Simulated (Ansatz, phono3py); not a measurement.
# Heat carried by phonons in KI (Fm-3m), part 4 of 4

Aim: the lattice thermal conductivity of KI against temperature, and which phonons carry it.

Experimental results on record:
- thermal conductivity 2.6 W/m/K near room temperature (given in “Combining the AFLOW GIBBS and Elastic Libraries to efficiently and robustly screen thermo-mechanical properties of solids”, 2017, arXiv:1611.05714)
- thermal conductivity 2.6 W/m/K near room temperature (given in “Predicting the lattice thermal conductivity of solids by solving the Boltzmann transport equation: AFLOW - AAPL an automated, accurate and efficient framework”, 2017, arXiv:1611.05481)

Ansatz 0.2.0; DFT LDA, scalar-relativistic, plane waves, PAW.

So far, κ at 300 K (relaxation time) (W/m/K): step 6 (third-order constants on small settings, q-mesh of the …) 6.09. Also highest frequency (cm⁻¹): step 6 146. The relaxed cell has a = 6.817 Å (conventional setting).

## (7) Third-order constants on small settings, q-mesh of the transport sums 15×15×15, q-mesh 4×4×4

A small supercell and a short cutoff cost little, and show how far such settings carry.

Contents of input.yaml:

```yaml
crystal:
  lattice:
    - [0.0, 3.4087402607, 3.4087402607]
    - [3.4087402607, 0.0, 3.4087402607]
    - [3.4087402607, 3.4087402607, 0.0]
  atoms:
    - { symbol: K, position: [0.0, 0.0, 0.0] }
    - { symbol: I, position: [0.5, 0.5, 0.5] }
kpoints:
  mp_grid: { grid: [4, 4, 4] }
hamiltonian:
  xc: lda
scf:
  occupations: { method: fixed }
output:
  eigenvalues: true
phonons:
  method: fd
  dielectric: true
  qmesh: [4, 4, 4]
  temperatures: { t_max: 1000, t_step: 50 }
  qpath:
    path:
      - [[0.0, 0.0, 0.0], [0.5, 0.0, 0.5], [0.625, 0.25, 0.625]]
      - [[0.375, 0.375, 0.75], [0.0, 0.0, 0.0], [0.5, 0.5, 0.5], [0.5, 0.25, 0.75], [0.5, 0.0, 0.5]]
    npoints: 10
  third_order: { supercell: [2, 2, 2], pair_cutoff: 3.559 }
  lattice_thermal_conductivity:
    qmesh: [15, 15, 15]
    temperatures: [100.0, 150.0, 200.0, 300.0, 400.0, 500.0]
    isotope_mass_variance: [{ species: I, variance: 0.0 }, { species: K, variance: 0.000164 }]
```

Command:

```bash
$ ansatz run input.yaml --threads 4 --pin off --max-ram 16384MiB --backend cpu --events-out ev --progress --plain --runs-dir out
```

Numbers of over 12 decimals in the logs are rounded to 6 here.

The program printed:

```text
[...]
Crystal: 8 atoms, lattice volume = 316.863 Å³
Basis set: ecut = 420 eV, 6151 PW (Γ), FFT grids on a1, a2, −2a1−2a2+a3
Bands: 63, of which v1, the nominal top of the filled ones, is band 52 counted from 1 (51 counted from 0)
Symmetry: 32 space group operations
k-points: 9 of 16
[...]
SCF iter   1: F=—  HF=-35420.381785 eV  |F-HF|=—  |Δ(HF+E_count)|=         —  Δρ=1.79e-8  dr2=6.10e-13  ethr=1.00e-12  ⟨swp⟩=3.0  Hψ=1458  notcnv=0
[...]
SCF iter   2: F=-35420.381785 eV  HF=-35420.381785 eV  |F-HF|=7.28e-12  |Δ(HF+E_count)|=  1.46e-11  Δρ=9.08e-9  dr2=1.81e-13  ethr=1.00e-12  ⟨swp⟩=2.7  Hψ=1103  notcnv=0
SCF 1 converged in 2 iterations: F = -35420.381785 eV  dr2 = 1.81e-13
[...]
Crystal: 2 atoms, lattice volume = 79.216 Å³
Basis set: ecut = 420 eV, 1471 PW (Γ), exchange–correlation on 72×72×72 points (8 copies of the dense FFT grid, shifted against one another)
Bands: 17, of which v1, the nominal top of the filled ones, is band 13 counted from 1 (12 counted from 0)
Symmetry: 48 space group operations
k-points: 13 of 64 (irreducible under 8 space group operations, time reversal used)
[...]
SCF iter   4: F=-8855.095447 eV  HF=-8855.095447 eV  |F-HF|=3.09e-11  |Δ(HF+E_count)|=  4.18e-11  Δρ=2.42e-7  dr2=4.23e-11  ethr=1.00e-12  ⟨swp⟩=7.6  Hψ=877  notcnv=0
SCF 2 converged in 4 iterations: F = -8855.095447 eV  dr2 = 4.23e-11
[...]
Bands: 14, of which v1, the nominal top of the filled ones, is band 13 counted from 1 (12 counted from 0)
k-points: 10 of 64 (irreducible under 12 space group operations)
[...]
Eigensolver: Dense (10 Hₖ)
SCF iter   1: F=—  HF=-8855.096355 eV  |F-HF|=—  |Δ(HF+E_count)|=         —  Δρ=6.94e-5  dr2=4.28e-6  ethr=1.00e-1
[...]
SCF iter   3: F=-8855.096354 eV  HF=-8855.096354 eV  |F-HF|=1.15e-8  |Δ(HF+E_count)|=   2.14e-8  Δρ=1.43e-5  dr2=6.06e-8  ethr=1.11e-9
SCF 1 converged in 3 iterations: F = -8855.096354 eV  dr2 = 6.06e-8
[...]
Symmetry: 1 space group operations
k-points: 10 of 16 (time reversal used)
[...]
SCF iter   7: F=-35420.381780 eV  HF=-35420.381780 eV  |F-HF|=0.00e0  |Δ(HF+E_count)|=    0.00e0  Δρ=1.65e-8  dr2=8.42e-13  ethr=1.00e-12  ⟨swp⟩=5.1  Hψ=2531  notcnv=0
SCF 2 converged in 7 iterations: F = -35420.381780 eV  dr2 = 8.42e-13
[...]
SCF iter   7: F=-35420.381780 eV  HF=-35420.381780 eV  |F-HF|=1.46e-11  |Δ(HF+E_count)|=  1.46e-11  Δρ=1.36e-8  dr2=1.13e-12  ethr=1.00e-12  ⟨swp⟩=5.3  Hψ=2504  notcnv=0
SCF 3 converged in 7 iterations: F = -35420.381780 eV  dr2 = 1.13e-12
Basis set: ecut = 420 eV, 6123 PW (Γ), FFT grids on a1, a2, −a1+2a2+a3
Symmetry: 16 space group operations
k-points: 7 of 16
SCF iter   1: F=—  HF=-35420.381786 eV  |F-HF|=—  |Δ(HF+E_count)|=         —  Δρ=1.04e-8  dr2=7.27e-13  ethr=1.00e-12  ⟨swp⟩=3.0  Hψ=1088  notcnv=0
[...]
SCF iter   2: F=-35420.381786 eV  HF=-35420.381786 eV  |F-HF|=7.28e-12  |Δ(HF+E_count)|=  7.28e-12  Δρ=2.76e-9  dr2=5.04e-14  ethr=1.00e-12  ⟨swp⟩=3.0  Hψ=1011  notcnv=0
SCF 4 converged in 2 iterations: F = -35420.381786 eV  dr2 = 5.04e-14
Symmetry: 2 space group operations
k-points: 7 of 16 (time reversal used)
[...]
SCF iter   7: F=-35420.381780 eV  HF=-35420.381780 eV  |F-HF|=0.00e0  |Δ(HF+E_count)|=  7.28e-12  Δρ=1.56e-8  dr2=5.71e-13  ethr=1.00e-12  ⟨swp⟩=5.7  Hψ=1789  notcnv=0
SCF 5 converged in 7 iterations: F = -35420.381780 eV  dr2 = 5.71e-13
[...]
SCF 6 converged in 7 iterations: F = -35420.381780 eV  dr2 = 1.88e-12
[...]
SCF 7 converged in 7 iterations: F = -35420.381780 eV  dr2 = 9.20e-13
[...]
SCF 8 converged in 7 iterations: F = -35420.381780 eV  dr2 = 1.26e-12
Basis set: ecut = 420 eV, 6089 PW (Γ), FFT grids on a1, a2, −2a1+2a2+a3
Symmetry: 64 space group operations
k-points: 6 of 16
[...]
SCF 9 converged in 2 iterations: F = -35420.381785 eV  dr2 = 2.59e-13
[...]
SCF 10 converged in 7 iterations: F = -35420.381780 eV  dr2 = 1.66e-12
[...]
SCF 11 converged in 7 iterations: F = -35420.381780 eV  dr2 = 1.84e-12
Basis set: ecut = 420 eV, 6171 PW (Γ), FFT grids on a1, a2, 2a1−a2+a3
k-points: 5 of 16
[...]
SCF 12 converged in 2 iterations: F = -35420.381785 eV  dr2 = 2.86e-13
[...]
SCF 13 converged in 7 iterations: F = -35420.381780 eV  dr2 = 9.01e-13
[...]
SCF 14 converged in 7 iterations: F = -35420.381780 eV  dr2 = 1.18e-12
Basis set: ecut = 420 eV, 6101 PW (Γ), FFT grids on a1, a2, −a1−a2+a3
k-points: 4 of 16
[...]
SCF 15 converged in 2 iterations: F = -35420.381786 eV  dr2 = 1.78e-12
[...]
SCF 16 converged in 7 iterations: F = -35420.381780 eV  dr2 = 7.75e-13
[...]
SCF 17 converged in 7 iterations: F = -35420.381781 eV  dr2 = 2.06e-12
Crystal: 16 atoms, lattice volume = 633.726 Å³
Basis set: ecut = 420 eV, 12339 PW (Γ)
Bands: 125, of which v1, the nominal top of the filled ones, is band 104 counted from 1 (103 counted from 0)
Symmetry: 96 space group operations
k-points: 4 of 8
[...]
SCF 18 converged in 8 iterations: F = -70840.763571 eV  dr2 = 2.44e-10
[...]
Symmetry: 6 space group operations
[...]
SCF 19 converged in 7 iterations: F = -70840.762765 eV  dr2 = 1.47e-10
k-points: 6 of 8
[...]
SCF 20 converged in 7 iterations: F = -70840.761024 eV  dr2 = 4.17e-10
[...]
SCF 21 converged in 7 iterations: F = -70840.762890 eV  dr2 = 1.29e-10
k-points: 8
[...]
SCF 22 converged in 7 iterations: F = -70840.761980 eV  dr2 = 2.12e-10
[...]
SCF 23 converged in 7 iterations: F = -70840.762313 eV  dr2 = 2.19e-10
[...]
SCF 24 converged in 7 iterations: F = -70840.761568 eV  dr2 = 1.98e-10
[...]
SCF 25 converged in 7 iterations: F = -70840.761958 eV  dr2 = 2.50e-10
[...]
SCF 26 converged in 7 iterations: F = -70840.762339 eV  dr2 = 2.75e-10
[...]
SCF 27 converged in 7 iterations: F = -70840.761980 eV  dr2 = 2.40e-10
[...]
SCF 28 converged in 7 iterations: F = -70840.761952 eV  dr2 = 2.47e-10
[...]
SCF 29 converged in 7 iterations: F = -70840.761647 eV  dr2 = 2.08e-10
[...]
SCF 30 converged in 7 iterations: F = -70840.762774 eV  dr2 = 4.97e-11
[...]
SCF iter   7: F=-70840.761054 eV  HF=-70840.761054 eV  |F-HF|=4.37e-11  |Δ(HF+E_count)|=   1.60e-9  Δρ=1.57e-7  dr2=1.55e-10  ethr=1.00e-12  ⟨swp⟩=4.0  Hψ=2344  notcnv=0
SCF 31 converged in 7 iterations: F = -70840.761054 eV  dr2 = 1.55e-10
[...]
SCF iter   6: F=-70840.762898 eV  HF=-70840.762898 eV  |F-HF|=4.07e-10  |Δ(HF+E_count)|=   3.96e-9  Δρ=4.99e-7  dr2=9.41e-10  ethr=1.00e-12  ⟨swp⟩=4.0  Hψ=3057  notcnv=0
SCF 32 converged in 6 iterations: F = -70840.762898 eV  dr2 = 9.41e-10
[...]
SCF iter   7: F=-70840.761979 eV  HF=-70840.761979 eV  |F-HF|=7.28e-11  |Δ(HF+E_count)|=  4.37e-11  Δρ=1.96e-7  dr2=2.32e-10  ethr=1.00e-12  ⟨swp⟩=4.1  Hψ=3207  notcnv=0
SCF 33 converged in 7 iterations: F = -70840.761979 eV  dr2 = 2.32e-10
[...]
SCF iter   7: F=-70840.762339 eV  HF=-70840.762339 eV  |F-HF|=8.73e-11  |Δ(HF+E_count)|=  5.82e-11  Δρ=1.90e-7  dr2=2.18e-10  ethr=1.00e-12  ⟨swp⟩=4.2  Hψ=2421  notcnv=0
SCF 34 converged in 7 iterations: F = -70840.762339 eV  dr2 = 2.18e-10
[...]
SCF iter   7: F=-70840.761647 eV  HF=-70840.761647 eV  |F-HF|=1.02e-10  |Δ(HF+E_count)|=  5.24e-10  Δρ=1.96e-7  dr2=2.31e-10  ethr=1.00e-12  ⟨swp⟩=4.8  Hψ=2409  notcnv=0
SCF 35 converged in 7 iterations: F = -70840.761647 eV  dr2 = 2.31e-10
[...]
SCF iter   7: F=-70840.761951 eV  HF=-70840.761951 eV  |F-HF|=8.73e-11  |Δ(HF+E_count)|=  1.60e-10  Δρ=1.92e-7  dr2=2.20e-10  ethr=1.00e-12  ⟨swp⟩=4.0  Hψ=3206  notcnv=0
SCF 36 converged in 7 iterations: F = -70840.761951 eV  dr2 = 2.20e-10
[...]
SCF iter   7: F=-70840.762313 eV  HF=-70840.762313 eV  |F-HF|=1.60e-10  |Δ(HF+E_count)|=  5.82e-11  Δρ=2.15e-7  dr2=2.71e-10  ethr=1.00e-12  ⟨swp⟩=5.0  Hψ=2476  notcnv=0
SCF 37 converged in 7 iterations: F = -70840.762313 eV  dr2 = 2.71e-10
[...]
SCF iter   7: F=-70840.761980 eV  HF=-70840.761980 eV  |F-HF|=8.73e-11  |Δ(HF+E_count)|=  1.46e-11  Δρ=1.87e-7  dr2=2.07e-10  ethr=1.00e-12  ⟨swp⟩=4.0  Hψ=3178  notcnv=0
SCF 38 converged in 7 iterations: F = -70840.761980 eV  dr2 = 2.07e-10
[...]
SCF iter   7: F=-70840.761959 eV  HF=-70840.761959 eV  |F-HF|=8.73e-11  |Δ(HF+E_count)|=  1.16e-10  Δρ=1.90e-7  dr2=2.20e-10  ethr=1.00e-12  ⟨swp⟩=4.1  Hψ=3167  notcnv=0
SCF 39 converged in 7 iterations: F = -70840.761959 eV  dr2 = 2.20e-10
[...]
SCF iter   7: F=-70840.761567 eV  HF=-70840.761567 eV  |F-HF|=2.91e-11  |Δ(HF+E_count)|=  1.89e-10  Δρ=1.79e-7  dr2=1.87e-10  ethr=1.00e-12  ⟨swp⟩=4.0  Hψ=2396  notcnv=0
SCF 40 converged in 7 iterations: F = -70840.761567 eV  dr2 = 1.87e-10
SCF converged after 2 iterations
Free energy (F): -35420.381785 eV
[...]
Internal energy: -35420.381785 eV  (E = F + TS)
E sigma→0 (E₀):  -35420.381785 eV
Fermi energy:    2.902295 eV
[...]
--- Band table (eV; the first three rows and the last of 9) ---
  k-point 0: bands = [... 48 lower, 2.4617, 2.9023, 2.9023, 2.9023, 6.7704, 7.4026, 8.6448, 9.0862, ... 7 higher]
  k-point 1: bands = [... 48 lower, 2.6597, 2.6597, 2.6597, 2.6597, 7.9133, 7.9133, 8.2903, 8.2903, ... 7 higher]
  k-point 2: bands = [... 48 lower, 2.6472, 2.6472, 2.6472, 2.6472, 8.0477, 8.0477, 8.2154, 8.2154, ... 7 higher]
  k-point 8: bands = [... 48 lower, 2.4456, 2.4456, 2.4456, 2.4456, 8.2647, 8.2647, 9.1793, 9.1793, ... 7 higher]
--- Phonons: 12 displaced members + 5 references (amplitude of the first 0.0025 Å, Σ member SCF iterations 84) ---
  ASR residual: 1.130e-3 → 0.000e0 eV/Å²; symmetrization residual: 4.504e-4 eV/Å²
  largest component of a force at the reference: 2.0e-28 eV/Å
  ASR residual per site (eV/Å²): 2.42e-4 1.13e-3
  Γ frequencies (cm⁻¹): 0.00 0.00 0.00 114.73 114.73 114.73
[...]
ε∞ (high-frequency dielectric tensor):
        3.121245    -0.000000     0.000000
       -0.000000     3.121245     0.000000
        0.000000     0.000000     3.121245
[...]
Born effective charges Z* (e; rows j = field, columns β = displacement):
    site 0:
         1.10530   -0.00000   -0.00000
         0.00000    1.10530    0.00000
         0.00000   -0.00000    1.10530
    site 1:
        -1.10530    0.00000    0.00000
        -0.00000   -1.10530   -0.00000
        -0.00000    0.00000   -1.10530
  Z* charge neutrality: 6.554e-4 e pre-enforcement
[...]
optical modes at Γ without the LO–TO term, one row a degenerate level:
      ω (cm⁻¹)  modes    IR ((D/Å)²/amu)
        114.73      3             2.8289
  optical modes at Γ + LO–TO along q̂ = [1.0000, 0.0000, 0.0000]:
      ω (cm⁻¹)  modes    IR ((D/Å)²/amu)
        114.73      2             1.8860
        145.94      1             0.9430
  optical modes at Γ + LO–TO along q̂ = [0.0000, 1.0000, 0.0000]:
      ω (cm⁻¹)  modes    IR ((D/Å)²/amu)
        114.73      2             1.8860
        145.94      1             0.9430
  optical modes at Γ + LO–TO along q̂ = [0.0000, 0.0000, 1.0000]:
      ω (cm⁻¹)  modes    IR ((D/Å)²/amu)
        114.73      2             1.8860
        145.94      1             0.9430
--- Phonons (by wavevector): 8 wavevectors in 5 supercells ---
  supercell 1 (4 cells, vectors [1, 0, 0], [-1, 1, 1], [0, 0, 4] in multiples of the cell's): 2 displaced members by 0.0025 Å; free energy -35420.381785 eV; taken off its force constants: by the sum rule 7.2e-4, by the symmetrisation 3.4e-4 eV/Å²
[...]
q = [0.0000, 0.0000, 0.0000] (star 1, supercell 1; hermiticity 2.00e-17, symmetrization 4.48e-6): -0.00 -0.00 0.00 114.73 114.73 114.73
[...]
joined force constants: q→R imaginary residual 5.90e-18
[...]
38 force-constant blocks with the first atom in the home cell, fitted with 6 parameters over 4 symmetry orbits; no atom triplet left out
[...]
100.00           18.4955         19.9678           9          converged          5.812e-1
      150.00           11.8804         12.8375           9          converged          5.716e-1
      200.00            8.8032          9.5188           9          converged          5.673e-1
      300.00            5.8340          6.3125           9          converged          5.633e-1
      400.00            4.3800          4.7402           9          converged          5.613e-1
      500.00            3.5155          3.8046           9          converged          5.602e-1
```

It took 3.1 min on 4 threads of Arm Neoverse V1, shared host; peak memory 2 GiB.

This step gave:

```yaml
zero_point_energy: 0.03084 eV/cell
kappa_at_300_k_relaxation_time: 5.834 W/m/K
kappa_at_300_k_full_solution: 6.313 W/m/K
mean_free_path_at_half_of_kappa: 37.4 nm
share_of_kappa_above_the_three_lowest_branches: 0.023
largest_relative_sum_rule_correction: 0.03159
```

W/m/K. Kappa, by row:

| T (K) | RTA xx | RTA yy | RTA zz | full xx | full yy | full zz | coherence part xx | coherence part yy | coherence part zz | ending | iterations | least Ritz value |
| --- | --- | --- | --- | --- | --- | --- | --- | --- | --- | --- | --- | --- |
| 100 | 18.5 | 18.5 | 18.5 | 19.97 | 19.97 | 19.97 | 0.01733 | 0.01733 | 0.01733 | converged | 9 | 0.581 |
| 150 | 11.88 | 11.88 | 11.88 | 12.84 | 12.84 | 12.84 | 0.02494 | 0.02494 | 0.02494 | converged | 9 | 0.572 |
| 200 | 8.803 | 8.803 | 8.803 | 9.519 | 9.519 | 9.519 | 0.03114 | 0.03114 | 0.03114 | converged | 9 | 0.567 |
| 300 | 5.834 | 5.834 | 5.834 | 6.313 | 6.313 | 6.313 | 0.04125 | 0.04125 | 0.04125 | converged | 9 | 0.563 |
| 400 | 4.38 | 4.38 | 4.38 | 4.74 | 4.74 | 4.74 | 0.04932 | 0.04932 | 0.04932 | converged | 9 | 0.561 |
| 500 | 3.515 | 3.515 | 3.515 | 3.805 | 3.805 | 3.805 | 0.05587 | 0.05587 | 0.05587 | converged | 9 | 0.56 |

This rung gives 5.83 W/(m K) at 300 K by relaxation time, but with 16 atoms, 1 neighbour distance inside the cutoff and a 15×15×15 mesh it is a test, not the conductivity of the crystal.

Between step 6 and this run (q-mesh of the transport sums 15×15×15 and q-mesh 4×4×4) the value for the κ at 300 K (relaxation time) moves from 6.09 W/m/K to 5.83 W/m/K (-4 %).

## (8) The ladder

Ladder, by row:

| cells or q mesh | k mesh | pair cutoff | atoms in the supercell | q-mesh of the transport sums | κ at 300 K (relaxation time) (W/m/K) | κ at 300 K (full solution) (W/m/K) | core-minutes |
| --- | --- | --- | --- | --- | --- | --- | --- |
| 2x2x2 | 4x4x4 | 3.559 | 16 | 9×9×9 | 6.095 | 6.447 | 9.7 |
| 4x4x4 | 4x4x4 | 3.559 | 16 | 15×15×15 | 5.834 | 6.313 | 11.8 |

## (9) Results

```yaml
conductivity: not obtained on sound settings
```

What this shows: No conductivity was obtained: no run with a large enough supercell and cutoff finished.

[Logs are printed without paths, hosts, clocks, repeated set-up lines and the standing remarks that a program may print on its own settings, such as how far it seeks lower states.]

[Hosts, paths, dates, database ids (printed as entryN), source tags and the programs' standing remarks are cut or masked in the printed files.]

[A step with changed settings may run another functional than the one named; its input shows which.]
